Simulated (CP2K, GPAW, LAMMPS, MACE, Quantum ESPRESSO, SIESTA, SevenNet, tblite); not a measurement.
# Running amorphous Cd8Zn24Te9S23 (64 atoms) with CP2K, part 2 of 2

How do the settings of CP2K change the result for amorphous Cd8Zn24Te9S23 (64 atoms)? A plane-wave run serves as the yardstick.

Program: CP2K 2026.2; the method stands at each step. Banners, paths, timers and routine set-up lines are dropped from the logs unmarked, and long logs keep their key lines alone; longer cuts are marked.

So far. Step 2 (PBE, DZVP-UZH, 800/50 Ry, diagonalisation): Forces lie 7.2 % from the reference's, at 0.27 times its CPU time. Step 3 (PBE, SZV-MOLOPT-SR, 800/50 Ry, diagonalisation): Against the first run (7.2 %), the force difference from the reference is 64 %, at 0.50 times the CPU time (on 2 against 4 cores), with 416 basis functions against 1216; this set comes with other potentials too, so the change isn't the basis's alone.

### 4. PBE, DZVP-UZH, 280/50 Ry, diagonalisation

Method: Kohn-Sham DFT, PBE, GTH-PBE pseudopotentials, Gaussian and plane waves, DZVP-MOLOPT (UZH set), diagonalisation.

Input file input.inp:

```
&GLOBAL
  PROJECT cell
  RUN_TYPE ENERGY_FORCE
  PRINT_LEVEL LOW
&END GLOBAL
&FORCE_EVAL
  METHOD QS
  STRESS_TENSOR ANALYTICAL
  &DFT
    BASIS_SET_FILE_NAME BASIS_MOLOPT_UZH
    POTENTIAL_FILE_NAME POTENTIAL_UZH
    &MGRID
      CUTOFF 280
      REL_CUTOFF 50
    &END MGRID
    &QS
      EPS_DEFAULT 1.0E-12
    &END QS
    &SCF
      SCF_GUESS ATOMIC
      EPS_SCF 5.0E-06
      MAX_SCF 200
      ADDED_MOS 44
      &DIAGONALIZATION
        ALGORITHM STANDARD
      &END DIAGONALIZATION
      &SMEAR ON
        METHOD FERMI_DIRAC
        ELECTRONIC_TEMPERATURE [K] 580
      &END SMEAR
      &MIXING
        METHOD BROYDEN_MIXING
        ALPHA 0.15
        NBROYDEN 12
      &END MIXING
      &PRINT
        &RESTART OFF
        &END RESTART
      &END PRINT
    &END SCF
    &XC
      &XC_FUNCTIONAL PBE
      &END XC_FUNCTIONAL
    &END XC
    &PRINT
      &MULLIKEN ON
      &END MULLIKEN
      &HIRSHFELD ON
        SHAPE_FUNCTION DENSITY
      &END HIRSHFELD
      &MO ON
        EIGENVALUES T
        OCCUPATION_NUMBERS T
        MO_INDEX_RANGE 277 300
        &EACH
          QS_SCF 0
        &END EACH
        ADD_LAST NUMERIC
      &END MO
    &END PRINT
  &END DFT
  &SUBSYS
    &CELL
      A 11.62280 0.00000 0.00000
      B 0.00000 11.62280 0.00000
      C 0.00000 0.00000 11.62280
    &END CELL
    &TOPOLOGY
      COORD_FILE_NAME structure.xyz
      COORD_FILE_FORMAT XYZ
    &END TOPOLOGY
    &KIND Cd
      BASIS_SET DZVP-MOLOPT-PBE-GTH-q12
      POTENTIAL GTH-PBE-q12
    &END KIND
    &KIND Zn
      BASIS_SET DZVP-MOLOPT-PBE-GTH-q12
      POTENTIAL GTH-PBE-q12
    &END KIND
    &KIND Te
      BASIS_SET DZVP-MOLOPT-PBE-GTH-q6
      POTENTIAL GTH-PBE-q6
    &END KIND
    &KIND S
      BASIS_SET DZVP-MOLOPT-PBE-GTH-q6
      POTENTIAL GTH-PBE-q6
    &END KIND
  &END SUBSYS
  &PRINT
    &FORCES ON
    &END FORCES
    &STRESS_TENSOR ON
    &END STRESS_TENSOR
  &END PRINT
&END FORCE_EVAL
```

Input file structure.xyz:

```xyz
64

[... 64 atom lines left out: the same atoms as in the first run ...]
```

Launch:

```bash
$ OMP_NUM_THREADS=1 mpirun -np 4 cp2k.psmp -i input.inp > output.txt
```

Numbers of over 12 decimals in the logs are rounded to 6 here.

The program printed:

```text
CP2K| version string:                                       CP2K version 2026.2
 CP2K| Input file name                                                 input.inp
 GLOBAL| Basis set file name                                    BASIS_MOLOPT_UZH
 GLOBAL| Potential file name                                       POTENTIAL_UZH
 GLOBAL| Run type                                                   ENERGY_FORCE
 GLOBAL| Total number of message passing processes                             4
 GLOBAL| Number of threads for this process                                    1
 TOTAL NUMBERS AND MAXIMUM NUMBERS
  Total number of            - Atomic kinds:                                   4
                             - Atoms:                                         64
[... lines left out ...]
                        Smear method:                                FERMI_DIRAC
[... lines left out ...]
 Number of electrons:                                                        576
[... lines left out ...]
  Step     Update method      Time    Convergence         Total energy    Change
[... lines left out ...]
  *** SCF run converged in    20 steps ***
[... lines left out ...]
  Fermi energy:                                                 0.148468
  Total energy:                                             -2131.355108
  Total energy (extrapolated to T->0):                      -2131.351624
[... lines left out ...]
 MO| E(Fermi):            0.148468 a.u.          4.040032 eV
[... lines left out ...]
 !-----------------------------------------------------------------------------!
 !-----------------------------------------------------------------------------!
                           Hirshfeld Charges
  #Atom  Element  Kind  Ref Charge     Population                    Net charge
      1       Cd     1      12.000         11.768                         0.232
      2       Cd     1      12.000         11.768                         0.232
      3       Cd     1      12.000         11.736                         0.264
[...]
63       S      4       6.000          6.276                        -0.276
     64       S      4       6.000          6.255                        -0.255
  Total Charge                                                            0.000
 !-----------------------------------------------------------------------------!
 ENERGY| Total FORCE_EVAL ( QS ) energy [hartree]          -2131.355105
 FORCES| Atomic forces [hartree/bohr]
 FORCES|   Atom     x               y               z               |f|
 FORCES|      1  8.81956151E-05 -3.23808474E-03 -6.15539454E-03   6.95570652E-03
 FORCES|      2  2.84304799E-03 -2.46332582E-03 -8.64256552E-03   9.42575381E-03
 FORCES|      3  3.42894646E-03 -3.41380189E-03 -3.17804166E-03   5.78892615E-03
[...]
FORCES|     63 -5.53878132E-03  3.18727149E-03  4.94663865E-03   8.08121476E-03
 FORCES|     64 -4.98166654E-03 -2.49252550E-04 -4.45981901E-03   6.69097257E-03
 FORCES| Sum     1.56837616E-01  8.43948415E-02 -2.15847361E-02
 FORCES| Total atomic force                                       1.79405763E-01
 STRESS| Analytical stress tensor [bar]
 STRESS|                        x                   y                   z
 STRESS|      x        4.64458026009E+03  -1.54906154812E+03  -4.51031115026E+03
 STRESS|      y       -1.54906154812E+03   1.03760607637E+04  -4.72297850825E+02
 STRESS|      z       -4.51031115026E+03  -4.72297850825E+02   3.53225329367E+03
 STRESS| 1/3 Trace                                             6.18429810583E+03
```

Elapsed: 1.9 min, on 4 MPI ranks of Arm Neoverse V1, shared host; peak memory 3.9 GiB.

Numbers from this run, and their distance from the reference:

| Quantity | Value |
| --- | --- |
| r.m.s. force component | 1.577 eV/Å |
| r.m.s. difference of force components | 1483 meV/Å |
| longest difference of force vectors | 6344 meV/Å |
| force difference over r.m.s. force | 326.8 % |
| slope of forces against the reference's | 1.199 |
| correlation of force components | 0.3454 |
| pressure | 0.6184 GPa |
| pressure difference | 1.505 GPa |
| energy less the same-level run's | -60.12 meV/atom |
| r.m.s. force difference from the same-level run | 1482 meV/Å |

This is a coarse setting, run to see what it loses.

Against the first run (7.2 %), the force difference from the reference is 327 %, at 0.77 times the CPU time: the grid matters here.

The difference per atom is largest on Zn (4.1 eV/Å on average, against 0.081 on Te). The forces add up to 9.2 eV/Å instead of zero, usually a sign of too coarse a grid.

### 5. The ladder

Differences are against the plane-wave reference, forces as r.m.s. over components; share is that over the reference's r.m.s. force, slope the least-squares factor from reference forces to these. Total energies of different programs have different zeros and aren't compared.

| run | Δ force, r.m.s. (meV/Å) | share (%) | slope | Δ pressure (GPa) | cores | CPU time | memory (GiB) |
| --- | --- | --- | --- | --- | --- | --- | --- |
| reference | - | - | - | - | 4 | 38 min | 5.3 |
| CP2K PBE, DZVP-UZH, 800/50 Ry, diagonalisation | 32.5 | 7.17 | 1.015 | 0.416 | 4 | 10 min | 9.2 |
| CP2K PBE, SZV-MOLOPT-SR, 800/50 Ry, diagonalisation (coarse) | 291 | 64.1 | 1.355 | 0.0682 | 2 | 5 min | 6.4 |
| CP2K PBE, DZVP-UZH, 280/50 Ry, diagonalisation (coarse) | 1483 | 327 | 1.199 | 1.51 | 4 | 7.8 min | 3.9 |

Rows marked coarse were listed beforehand as settings not expected to be converged; some can still land near the reference.

CPU time is summed over cores on a shared host, where runs went side by side, so it is rough. Symmetry, cutoffs, thresholds, outputs and thread counts weren't matched or tuned between programs; memory under MPI is the largest rank's times the ranks.

Within one program, basis, potentials and functional, energies share a zero. Each run against its twin at the usual cutoff or grid and solver:

```csv
run,twin,Δ energy (meV/atom),"Δ force, r.m.s. (meV/Å)",CPU time over the twin's
"CP2K PBE, DZVP-UZH, 280/50 Ry, diagonalisation","DZVP-UZH, 800/50 Ry, diagonalisation",-60.1,1482,0.77
```

### 6. Results

* nearest in forces: CP2K PBE, DZVP-UZH, 800/50 Ry, diagonalisation, 7.2 %
* its CPU time: 10 min

In words: The PBE run in local orbitals, coarse settings apart, differs by 7.2 % (CP2K PBE, DZVP-UZH, 800/50 Ry, diagonalisation); basis, grid and potentials can all enter. Runs with settings chosen to be coarse differ by 64 % (CP2K PBE, SZV-MOLOPT-SR, 800/50 Ry, diagonalisation) to 327 % (CP2K PBE, DZVP-UZH, 280/50 Ry, diagonalisation), their programs' other errors included. Of the electronic-structure runs that take under half the reference's CPU time, CP2K PBE, DZVP-UZH, 800/50 Ry, diagonalisation comes nearest, at 7.2 % in 10 min against 38 min. In pressure, CP2K PBE, DZVP-UZH, 280/50 Ry, diagonalisation misses by +1.5 GPa, at the same functional. The potentials hold different valence shells: 768 electrons in the reference, 576 in CP2K with SZV-MOLOPT-SR; this bears on time and differences. The reference's pressure holds the uncorrected Pulay stress of its 60 Ry basis, so small pressure differences, and their order, may be the reference's own error. The quench rate of 100 K/ps is many orders above laboratory rates, so the cell is likely richer in defects and strain than a real sample. The network of bonds at the start is that of the classical potential that made the cell, and needn't be the one that DFT or experiment would give. The electronic-structure runs sample only Γ, in a cell whose shortest periodic width is 12 Å, which is coarse for a cell with partly filled levels. Spin–orbit coupling is left out, which matters for the levels of the heavy elements.

[Also dropped from logs without a mark: logging warnings of Python, and SIESTA's first energy breakdown and zero terms.]

[Logs are printed without paths, hosts, clocks, repeated set-up lines and the standing remarks that a program may print on its own settings, such as how far it seeks lower states.]

[Hosts, paths, dates, database ids (printed as entryN), source tags and the programs' standing remarks are cut or masked in the printed files.]
